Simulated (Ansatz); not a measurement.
**CaMgI4, from a guessed structure to a relaxed one**

This structure for CaMgI4 is made up. Its elements were placed in a known structure type with a cell scaled to their sizes. What cell does the guess relax to, and how far off was it?

Program: Ansatz 0.2.0. Level of theory: DFT, PBEsol, plane-wave PAW, files of the set soft_1, scalar-relativistic, no spin, cell and ions relaxed at zero pressure; PAW set soft_1. Results are calculated unless marked as measured.

## 1. The starting structure

Symmetry: P2/m, No. 10, monoclinic system. Conventional cell: a = 6.943 Å, b = 4.468 Å, c = 7.853 Å, α = 90.00°, β = 90.68°, γ = 90.00°. Nearest to I lie 2 Ca at 3.06 Å and 1 Mg at 3.18 Å. Nearest to I lie 2 Mg at 3.11 Å and 1 Ca at 3.13 Å. Nearest to Ca lie 6 I at 3.06 to 3.13 Å. Mg has 6 I at 3.11 to 3.18 Å nearest. Farther neighbours and most contacts between anions are not listed.

## 2. Relaxing cell and atoms

The guess takes its coordinates from another compound and its volume from a rule, so the cell and any free coordinates are relaxed together.

The input, input.yaml:

```yaml
crystal:
  lattice:
    - [6.943, 0.0, 0.0]
    - [0.0, 4.468, 0.0]
    - [-0.093199092, 0.0, 7.852446939]
  atoms:
    - { symbol: I, position: [0.7566, 0.0, 0.3412] }
    - { symbol: I, position: [0.7511, 0.5, 0.8303] }
    - { symbol: I, position: [0.2489, 0.5, 0.1697] }
    - { symbol: I, position: [0.2434, 0.0, 0.6588] }
    - { symbol: Ca, position: [0.0, 0.5, 0.5] }
    - { symbol: Mg, position: [0.0, 0.0, 0.0] }
kpoints:
  mp_grid: { grid: [4, 6, 4] }
scf:
  occupations: { method: fermi_dirac, width: 0.05 }
hamiltonian:
  xc: pbesol
  pseudopotentials: { kind: paw, azcp: { folder: soft_1 }, xc_functional: pbe }
relax:
  f_tol: 0.015
  max_steps: 70
  cell: {}
output:
  forces: true
  stress: true
```

Started as:

```bash
ansatz run input.yaml --threads 4 --pin off --max-ram 10240MiB --backend cpu --events-out ev --progress --plain --runs-dir out
```

Numbers of over 12 decimals in the logs are rounded to 6 here.

The log of the run:

```text
Engine: ansatz 0.2.0, x86_64-unknown-linux-gnu
Pseudopotentials: kind: paw
Pseudopotential: I, paw, valence charge 17, recommended cutoff 420 eV (normal), soft_1/I.paw.azcp
Pseudopotential: Ca, paw, valence charge 10, recommended cutoff 420 eV (normal), soft_1/Ca.paw.azcp
Pseudopotential: Mg, paw, valence charge 10, recommended cutoff 420 eV (normal), soft_1/Mg.paw.azcp
Functional definition: PBEsol
  exchange = pbesol_x
  correlation = pbesol_c
Crystal: 6 atoms, lattice volume = 243.593 Å³
Basis set: ecut = 420 eV, 4759 PW (Γ), exchange–correlation on 96×60×108 points (8 copies of the dense FFT grid, shifted against one another)
Bands: 53, of which v1, the nominal top of the filled ones, is band 44 counted from 1 (43 counted from 0)
Symmetry: 4 space group operations
Space group: P2/m (ITA 10), of the structure as read, at distance tolerance 6.2e-5 Å
k-points: 40 of 96
Non-local potential: I, projectors of the file, l = 0: 2, l = 1: 2, l = 2: 2, l = 3: 1
Non-local potential: Ca, projectors of the file, l = 0: 3, l = 1: 2, l = 2: 2
Non-local potential: Mg, projectors of the file, l = 0: 3, l = 1: 2, l = 2: 1
PAW form: soft (Blöchl's): semilocal exchange-correlation on the pseudo side does not see the compensation charge
PAW frozen core: I, regenerated for the run's functional, and the local potential with it (the file was generated under x = pbe(κ = 0.804, μ = 0.219515), c = pbe(β = 0.066725))
PAW frozen core: Ca, regenerated for the run's functional, and the local potential with it (the file was generated under x = pbe(κ = 0.804, μ = 0.219515), c = pbe(β = 0.066725))
PAW frozen core: Mg, regenerated for the run's functional, and the local potential with it (the file was generated under x = pbe(κ = 0.804, μ = 0.219515), c = pbe(β = 0.066725))
PAW one-centre angular grid: I, 590 points (default); XC on 64 Gauss nodes
PAW one-centre angular grid: Ca, 110 points (default); XC on 64 Gauss nodes
PAW one-centre angular grid: Mg, 110 points (default); XC on 64 Gauss nodes
Initial density: superposition of atomic densities (chi_scale 0.1, normalization cell, long waves kept (reshape's long-wave potential 0.09 eV rms))
Initial wavefunctions: pseudopotential atomic-orbital guess
Functional: x = pbesol(κ = 0.804, μ = 0.123457), c = pbesol(β = 0.046)
SCF iter   1: F=—  HF=-33448.969625 eV  |F-HF|=—  |Δ(HF+E_count)|=         —  Δρ=6.81e-2  dr2=4.02e1  ethr=3.10e-3  ⟨swp⟩=14.7  Hψ=13048  notcnv=0  defer=4
preconditioner: auto → Resta (q_TF=auto, 2.302 Å⁻¹)  ε∞=5.0  [insulator: Δε(μ)=0.157 eV  Ē_g=6.741 eV  σ=0.050 eV  W_gap=0.57  n_scr=46 (ndim 8)  ℏωp=13.5 eV  f_vac=0.097  D(μ)=0.48/eV (n_scr^D=0)  ε∞_Penn≈5.0]
SCF iter   2: F=—  HF=-33443.049712 eV  |F-HF|=—  |Δ(HF+E_count)|=    5.92e0  Δρ=1.54e-2  dr2=6.31e-1  ethr=3.10e-3  ⟨swp⟩=6.8  Hψ=5541  notcnv=0  defer=62
SCF iter   3: F=—  HF=-33442.954554 eV  |F-HF|=—  |Δ(HF+E_count)|=   9.52e-2  Δρ=8.09e-3  dr2=1.86e-1  ethr=7.17e-4  ⟨swp⟩=4.7  Hψ=4006  notcnv=0  defer=91
SCF iter   4: F=—  HF=-33442.947492 eV  |F-HF|=—  |Δ(HF+E_count)|=   7.06e-3  Δρ=1.53e-3  dr2=1.35e-2  ethr=2.11e-4  ⟨swp⟩=5.6  Hψ=3697  notcnv=0  defer=91
SCF iter   5: F=—  HF=-33442.949363 eV  |F-HF|=—  |Δ(HF+E_count)|=   1.87e-3  Δρ=5.04e-4  dr2=1.29e-3  ethr=1.53e-5  ⟨swp⟩=2.1  Hψ=3134  notcnv=0  defer=90
SCF iter   6: F=—  HF=-33442.950417 eV  |F-HF|=—  |Δ(HF+E_count)|=   1.05e-3  Δρ=1.71e-4  dr2=1.91e-4  ethr=1.47e-6  ⟨swp⟩=2.0  Hψ=2760  notcnv=0  defer=90
SCF iter   7: F=—  HF=-33442.950636 eV  |F-HF|=—  |Δ(HF+E_count)|=   2.19e-4  Δρ=5.72e-5  dr2=2.22e-5  ethr=2.17e-7  ⟨swp⟩=2.1  Hψ=3870  notcnv=0  defer=90
SCF iter   8: F=—  HF=-33442.950738 eV  |F-HF|=—  |Δ(HF+E_count)|=   1.02e-4  Δρ=1.92e-5  dr2=1.77e-6  ethr=2.52e-8  ⟨swp⟩=2.0  Hψ=3828  notcnv=0  defer=90
SCF iter   9: F=—  HF=-33442.950742 eV  |F-HF|=—  |Δ(HF+E_count)|=   4.54e-6  Δρ=5.21e-6  dr2=1.22e-7  ethr=2.01e-9  ⟨swp⟩=2.0  Hψ=3749  notcnv=0  defer=90
SCF iter  10: F=-33442.950743 eV  HF=-33442.950743 eV  |F-HF|=2.60e-8  |Δ(HF+E_count)|=   3.32e-7  Δρ=1.85e-6  dr2=1.46e-8  ethr=1.14e-10  ⟨swp⟩=5.0  Hψ=6708  notcnv=0
SCF 1 converged in 10 iterations: F = -33442.950743 eV  dr2 = 1.46e-8
  greatest PAW one-centre occupation: 1.000 electrons in one spin orbital (limit 2), on the Mg atom at site 5 (counted from 0), in its partial waves of l = 0
relax step   1: F+E_penalty+E_count = -33442.95074284 eV  Δ(F+E_penalty+E_count) = +0.000e0 eV  max|allowed force component| = 5.440e-1 eV/Å  Δτ_max = 0.0000 Å  P = -1.782 GPa  Ω = 243.593 Å³  (10 SCF iters, dr2 threshold 1.00e-7 eV, accepted)
Crystal: 6 atoms, lattice volume = 228.814 Å³
Basis set: ecut = 420 eV, 4509 PW (Γ), exchange–correlation on 96×60×108 points (8 copies of the dense FFT grid, shifted against one another)
Initial density: handed on by an earlier stage of this run
Initial wavefunctions: those handed on with the density
iter 1 solved again at ethr=2.09e-4 eV; its pass at ethr=3.10e-3 eV (dr2=1.84e-1 eV) is discarded
SCF iter   1: F=—  HF=-33443.363184 eV  |F-HF|=—  |Δ(HF+E_count)|=         —  Δρ=6.68e-3  dr2=1.95e-1  ethr=2.09e-4  ⟨swp⟩=2.4  Hψ=11599  notcnv=0
preconditioner: auto → Resta (q_TF=auto, 2.327 Å⁻¹)  ε∞=3.4  [insulator: Δε(μ)=2.915 eV  Ē_g=8.983 eV  σ=0.050 eV  W_gap=1.00  n_scr=46 (ndim 8)  ℏωp=13.9 eV  f_vac=0.104  D(μ)=0.00/eV (n_scr^D=0)  ε∞_Penn≈3.4]
SCF iter   2: F=—  HF=-33443.316407 eV  |F-HF|=—  |Δ(HF+E_count)|=   4.68e-2  Δρ=3.32e-3  dr2=2.87e-2  ethr=2.09e-4  ⟨swp⟩=3.5  Hψ=3265  notcnv=0
SCF iter   3: F=—  HF=-33443.309839 eV  |F-HF|=—  |Δ(HF+E_count)|=   6.57e-3  Δρ=1.00e-3  dr2=2.78e-3  ethr=3.26e-5  ⟨swp⟩=2.3  Hψ=2955  notcnv=0
SCF iter   4: F=—  HF=-33443.309478 eV  |F-HF|=—  |Δ(HF+E_count)|=   3.61e-4  Δρ=1.66e-4  dr2=1.13e-4  ethr=3.15e-6  ⟨swp⟩=2.0  Hψ=2765  notcnv=0
SCF iter   5: F=—  HF=-33443.309585 eV  |F-HF|=—  |Δ(HF+E_count)|=   1.07e-4  Δρ=4.90e-5  dr2=9.76e-6  ethr=1.28e-7  ⟨swp⟩=2.0  Hψ=2864  notcnv=0
SCF iter   6: F=—  HF=-33443.309595 eV  |F-HF|=—  |Δ(HF+E_count)|=   9.70e-6  Δρ=1.47e-5  dr2=1.08e-6  ethr=1.11e-8  ⟨swp⟩=3.0  Hψ=3856  notcnv=0
SCF iter   7: F=-33443.309597 eV  HF=-33443.309596 eV  |F-HF|=2.56e-7  |Δ(HF+E_count)|=   1.72e-6  Δρ=4.75e-6  dr2=1.27e-7  ethr=6.82e-10  ⟨swp⟩=5.0  Hψ=6916  notcnv=0
SCF 2 converged in 7 iterations: F = -33443.309597 eV  dr2 = 1.27e-7
relax step   2: F+E_penalty+E_count = -33443.30959671 eV  Δ(F+E_penalty+E_count) = -3.589e-1 eV  max|allowed force component| = 1.875e-1 eV/Å  Δτ_max = 0.1966 Å  P = -0.827 GPa  Ω = 228.814 Å³  energy of the carried Pulay correction = +1.050e-3 eV  (7 SCF iters, dr2 threshold 6.00e-7 eV, accepted)
Crystal: 6 atoms, lattice volume = 223.174 Å³
Basis set: ecut = 420 eV, 4379 PW (Γ), exchange–correlation on 96×60×108 points (8 copies of the dense FFT grid, shifted against one another)
iter 1 solved again at ethr=3.00e-5 eV; its pass at ethr=3.10e-3 eV (dr2=2.64e-2 eV) is discarded
SCF iter   1: F=—  HF=-33443.346858 eV  |F-HF|=—  |Δ(HF+E_count)|=         —  Δρ=1.93e-3  dr2=2.73e-2  ethr=3.00e-5  ⟨swp⟩=2.3  Hψ=11014  notcnv=0
preconditioner: auto → Resta (q_TF=auto, 2.336 Å⁻¹)  ε∞=3.4  [insulator: Δε(μ)=3.110 eV  Ē_g=9.121 eV  σ=0.050 eV  W_gap=1.00  n_scr=46 (ndim 8)  ℏωp=14.1 eV  f_vac=0.105  D(μ)=0.00/eV (n_scr^D=0)  ε∞_Penn≈3.4]
SCF iter   2: F=—  HF=-33443.340385 eV  |F-HF|=—  |Δ(HF+E_count)|=   6.47e-3  Δρ=8.80e-4  dr2=3.11e-3  ethr=3.00e-5  ⟨swp⟩=3.0  Hψ=2944  notcnv=0
SCF iter   3: F=—  HF=-33443.339741 eV  |F-HF|=—  |Δ(HF+E_count)|=   6.43e-4  Δρ=3.13e-4  dr2=2.70e-4  ethr=3.54e-6  ⟨swp⟩=2.0  Hψ=2566  notcnv=0
SCF iter   4: F=—  HF=-33443.339771 eV  |F-HF|=—  |Δ(HF+E_count)|=   2.99e-5  Δρ=5.48e-5  dr2=1.19e-5  ethr=3.07e-7  ⟨swp⟩=2.0  Hψ=2872  notcnv=0
SCF iter   5: F=—  HF=-33443.339775 eV  |F-HF|=—  |Δ(HF+E_count)|=   4.24e-6  Δρ=1.72e-5  dr2=1.04e-6  ethr=1.35e-8  ⟨swp⟩=2.7  Hψ=3547  notcnv=0
SCF iter   6: F=-33443.339776 eV  HF=-33443.339776 eV  |F-HF|=2.16e-7  |Δ(HF+E_count)|=   6.38e-7  Δρ=5.51e-6  dr2=1.03e-7  ethr=6.82e-10  ⟨swp⟩=5.0  Hψ=6801  notcnv=0
SCF 3 converged in 6 iterations: F = -33443.339776 eV  dr2 = 1.03e-7
relax step   3: F+E_penalty+E_count = -33443.33977616 eV  Δ(F+E_penalty+E_count) = -3.018e-2 eV  max|allowed force component| = 6.747e-2 eV/Å  Δτ_max = 0.0466 Å  P = -0.041 GPa  Ω = 223.174 Å³  energy of the carried Pulay correction = +1.468e-3 eV  (6 SCF iters, dr2 threshold 6.00e-7 eV, accepted)
[...]
relax step   4: F+E_penalty+E_count = -33443.34291073 eV  Δ(F+E_penalty+E_count) = -3.135e-3 eV  max|allowed force component| = 4.790e-3 eV/Å  Δτ_max = 0.0191 Å  P = +0.034 GPa  Ω = 222.962 Å³  energy of the carried Pulay correction = +1.483e-3 eV  (5 SCF iters, dr2 threshold 2.85e-7 eV, accepted)
[...]
relax step   5: F+E_penalty+E_count = -33443.34327077 eV  Δ(F+E_penalty+E_count) = -3.600e-4 eV  max|allowed force component| = 9.784e-3 eV/Å  Δτ_max = 0.0093 Å  P = +0.008 GPa  Ω = 223.695 Å³  energy of the carried Pulay correction = +1.429e-3 eV  (6 SCF iters, dr2 threshold 1.80e-8 eV, accepted)
[...]
relax step   6: F+E_penalty+E_count = -33443.34342664 eV  Δ(F+E_penalty+E_count) = -1.559e-4 eV  max|allowed force component| = 2.895e-3 eV/Å  Δτ_max = 0.0057 Å  P = +0.002 GPa  Ω = 224.264 Å³  energy of the carried Pulay correction = +1.386e-3 eV  (6 SCF iters, dr2 threshold 6.26e-9 eV, accepted)
Basis set: ecut = 420 eV, 4389 PW (Γ), exchange–correlation on 96×60×100 points (8 copies of the dense FFT grid, shifted against one another)
Initial wavefunctions: pseudopotential atomic-orbital guess (no wavefunctions were taken with the density)
iter 1 solved again at ethr=4.32e-6 eV; its pass at ethr=3.10e-3 eV (dr2=3.80e-3 eV) is discarded
SCF iter   1: F=—  HF=-33443.341626 eV  |F-HF|=—  |Δ(HF+E_count)|=         —  Δρ=1.07e-4  dr2=2.35e-6  ethr=4.32e-6  ⟨swp⟩=2.9  Hψ=15793  notcnv=0
eigensolver tolerance schedule: the retry pair's looser diagonalisation over-reported the residual by 1614.94 of it (diagonalisation noise at an unbounded share of the residual, at the tolerance the schedule requests for it); recorded, not acted on — ethr = c·dr2/N_el stays at c = 1.0e-1
preconditioner: auto → Resta (q_TF=auto, 2.334 Å⁻¹)  ε∞=3.3  [insulator: Δε(μ)=3.241 eV  Ē_g=9.209 eV  σ=0.050 eV  W_gap=1.00  n_scr=46 (ndim 8)  ℏωp=14.0 eV  f_vac=0.114  D(μ)=0.00/eV (n_scr^D=0)  ε∞_Penn≈3.3]
SCF iter   2: F=—  HF=-33443.341827 eV  |F-HF|=—  |Δ(HF+E_count)|=   2.01e-4  Δρ=5.42e-5  dr2=5.40e-7  ethr=2.67e-9  ⟨swp⟩=3.0  Hψ=4255  notcnv=0
SCF iter   3: F=—  HF=-33443.341914 eV  |F-HF|=—  |Δ(HF+E_count)|=   8.71e-5  Δρ=9.78e-6  dr2=3.92e-8  ethr=6.13e-10  ⟨swp⟩=2.0  Hψ=2760  notcnv=0
SCF iter   4: F=—  HF=-33443.341917 eV  |F-HF|=—  |Δ(HF+E_count)|=   2.33e-6  Δρ=1.45e-6  dr2=3.80e-9  ethr=4.45e-11  ⟨swp⟩=2.0  Hψ=3888  notcnv=0
SCF iter   5: F=—  HF=-33443.341917 eV  |F-HF|=—  |Δ(HF+E_count)|=  2.84e-10  Δρ=3.20e-7  dr2=2.35e-10  ethr=4.31e-12  ⟨swp⟩=2.0  Hψ=2731  notcnv=0
SCF iter   6: F=-33443.341917 eV  HF=-33443.341917 eV  |F-HF|=7.28e-11  |Δ(HF+E_count)|=  5.46e-10  Δρ=6.51e-8  dr2=1.75e-11  ethr=1.00e-12  ⟨swp⟩=5.0  Hψ=6998  notcnv=0
SCF 7 converged in 6 iterations: F = -33443.341917 eV  dr2 = 1.75e-11
relax step   7: F+E_penalty+E_count = -33443.34191681 eV  Δ(F+E_penalty+E_count) = +1.510e-3 eV  max|allowed force component| = 2.837e-3 eV/Å  Δτ_max = 0.0000 Å  P = +0.003 GPa  Ω = 224.264 Å³  stress off target by 9.21e-3 GPa  SCF on the basis re-selected at this cell (its energy is not comparable with the rows above)  (6 SCF iters)
basis re-selected at this cell: Δ(F+E_penalty+E_count) = +1.510e-3 eV, ΔP = +0.001 GPa vs the last step (what re-selecting the basis moved, of the pressure what is left beyond the Pulay correction that the steps carried, after the strain that the cell walked since its last selection, with what the two solves' SCF thresholds leave and, on support functions, any second-order correction that the steps lacked; it is no measure of the basis error at this ecutwfc). The dense FFT grid was sized anew with the basis: this SCF ran on 48×30×50 points, the steps before it on 48×30×54, so part of this shift can come from that change (see relax.cell in the input reference). [rest of the remark cut]
SCF converged after 6 iterations
Free energy (F): -33443.341917 eV
Harris-Foulkes:  -33443.341917 eV  (|F-HF|=7.28e-11)
Internal energy: -33443.341917 eV  (E = F + TS)
E sigma→0 (E₀):  -33443.341917 eV
Fermi energy:    6.016428 eV
--- Per-component energies (eV) ---
  E_band       = -2079.287048
  E_kinetic    = 962.958019
  E_local      = -11917.489778  (includes V_loc(G=0)·N_el)
  E_nonlocal   = 760.231400
  E_hartree    = 5094.662348
  E_xc         = -581.771724
  E_vxc        = -635.857109  (∫ρ·V_xc dr)
  E_paw        = -19952.959359  (= ΣΔE_a)
  E_vpaw       = -1438.444364  (= ΣTr[D̂ρ^β])
  E_aug_tail   = -0.010052  (compensation charges beyond the density's cutoff)
  E_ewald      = -7810.788972
  E_core_change = 1.826200  (= ΣΔE_core)
  E_smearing   = -0.000000  (= −TS)
  E_closure    = -0.000000  (closes the sum)
  Σ components = -33443.341917   (vs F -33443.341917, Δ=0.00e0)
--- Forces (eV/Å), atoms counted from 1 ---
  atom   1  I      0.00222540     0.00000000    -0.00122714
  atom   2  I      0.00283672     0.00000000    -0.00088414
  atom   3  I     -0.00283672    -0.00000000     0.00088414
  atom   4  I     -0.00222540    -0.00000000     0.00122714
  atom   5  Ca     0.00000000     0.00000000     0.00000000
  atom   6  Mg    -0.00000000     0.00000000    -0.00000000
  max |Σ_I F_I| component: 1.01e-28 eV/Å
--- Stress (GPa, compression-positive) ---
        0.002656       0.000000       0.007785
        0.000000       0.004895       0.000000
        0.007785       0.000000      -0.000049
  P = ⅓ Tr σ = 0.0025 GPa (0.025 kbar)
--- Relaxed structure (6 steps of the walk, 6 accepted, 1 SCFs on fresh bases) ---
  F+E_penalty+E_count = -33443.34191681 eV   max|allowed force component| = 2.837e-3 eV/Å   (the final SCF, on the basis selected at the relaxed cell)
  cell:  # Å, volume = 224.2640 Å³
    - [7.046333, 0.0, 0.050162]
    - [0.0, 4.260578, 0.0]
    - [-0.037854, 0.0, 7.469855]
  atoms:
    - { symbol: I, position: [0.751452, 0.0, 0.316483] }
    - { symbol: I, position: [0.762026, 0.5, 0.848047] }
    - { symbol: I, position: [0.237974, 0.5, 0.151953] }
    - { symbol: I, position: [0.248548, 0.0, 0.683517] }
    - { symbol: Ca, position: [0.0, 0.5, 0.500000] }
    - { symbol: Mg, position: [3.1280942794036086e-19, 0.0, 0] }
```

Run time: 27 s. Hardware: 4 threads of AMD EPYC 7B13 (Zen 3), shared host; peak memory 0.88 GiB; 1.7 min of CPU time.

Relaxation path:

```
step  energy less that of the first step (eV)  largest force component (eV/Å)  pressure (GPa)  volume (Å³)
   1                                   0.0000                          0.5440           -1.78       243.59
   2                                  -0.3589                          0.1875           -0.83       228.81
   3                                  -0.3890                          0.0675           -0.04       223.17
   4                                  -0.3922                          0.0048            0.03       222.96
   5                                  -0.3925                          0.0098            0.01       223.69
   6                                  -0.3927                          0.0029            0.00       224.26
  7*                                  -0.3912                          0.0028            0.00       224.26
```

Relaxation steps marked * repeat the geometry before them on a plane-wave basis chosen anew for their cell, so energy and pressure can jump there.

Forces are held to the 4 operations that the run works with; a distortion that breaks them can't arise in this run.

```
     cell as run  before  after  change
           a (Å)   6.943  7.047  +1.5 %
           b (Å)   4.468  4.261  -4.6 %
           c (Å)   7.853  7.470  -4.9 %
           β (°)   90.68  89.88  -0.9 %
volume (Å³/atom)   40.60  37.38  -7.9 %
```

The atoms that moved most (Å, as changes of fractional coordinates times the final cell):

```
atom      dx     dy      dz  length
  I1  -0.035  0.000  -0.185   0.188
  I4   0.035  0.000   0.185   0.188
  I3  -0.076  0.000  -0.133   0.153
  I2   0.076  0.000   0.133   0.153
```

Final coordinates:

```xyz
6
Lattice="7.0463 0.0000 0.0502 0.0000 4.2606 0.0000 -0.0379 0.0000 7.4699" Properties=species:S:1:pos:R:3 pbc="T T T"
I     5.2830    0.0000    2.4018
I     5.3374    2.1303    6.3730
I     1.6711    2.1303    1.1470
I     1.7255    0.0000    5.1182
Ca   -0.0189    2.1303    3.7349
Mg    0.0000    0.0000    0.0000
```

This step gave:

| Item | Value |
| --- | --- |
| free energy | -33443.3419 eV |
| Fermi energy | 6.016 eV |
| gap by band count | 3.241 eV |
| electrons | 88 |
| symmetry operations | 4 |
| pressure | 0.002500 GPa |

Shortest distances by pair of elements, guess and relaxed (not always the same contact):

```
 pair  guess (Å)  relaxed (Å)
 I–Mg      3.114        2.939
 Ca–I      3.058        3.081
  I–I      4.177        4.054
Ca–Ca      4.468        4.261
Mg–Mg      4.468        4.261
```

The relaxation ends with a largest force component of 0.0028 eV/Å and a pressure of 0.00 GPa.

## 3. Summary of results

```yaml
space_group_relaxed: P2/m
conventional_cell: a = 7.047, b = 4.261, c = 7.470 Å; α = 90.0°, β = 90.1°, γ = 90.0°
volume_per_atom: 37.38 Å³ (guess 40.60)
```

**Reading.** CaMgI4 relaxes to P2/m with a = 7.047, b = 4.261 and c = 7.470 Å. The guessed volume was 9 % too large. The space group P2/m was held in the relaxation, so the end point is a stationary structure within it and may be a saddle against distortions or other arrangements. Mesh and cutoff weren't tested. Spin-orbit coupling is left out, which can matter for elements this heavy. No dispersion term is used, so weakly bound directions may come out too long. Nothing here tests whether the compound is stable against decomposition.

[Logs are printed without paths, hosts, clocks, repeated set-up lines and the standing remarks that a program may print on its own settings, such as how far it seeks lower states.]

[Hosts, paths, dates, database ids (printed as entryN), source tags and the programs' standing remarks are cut or masked in the printed files.]
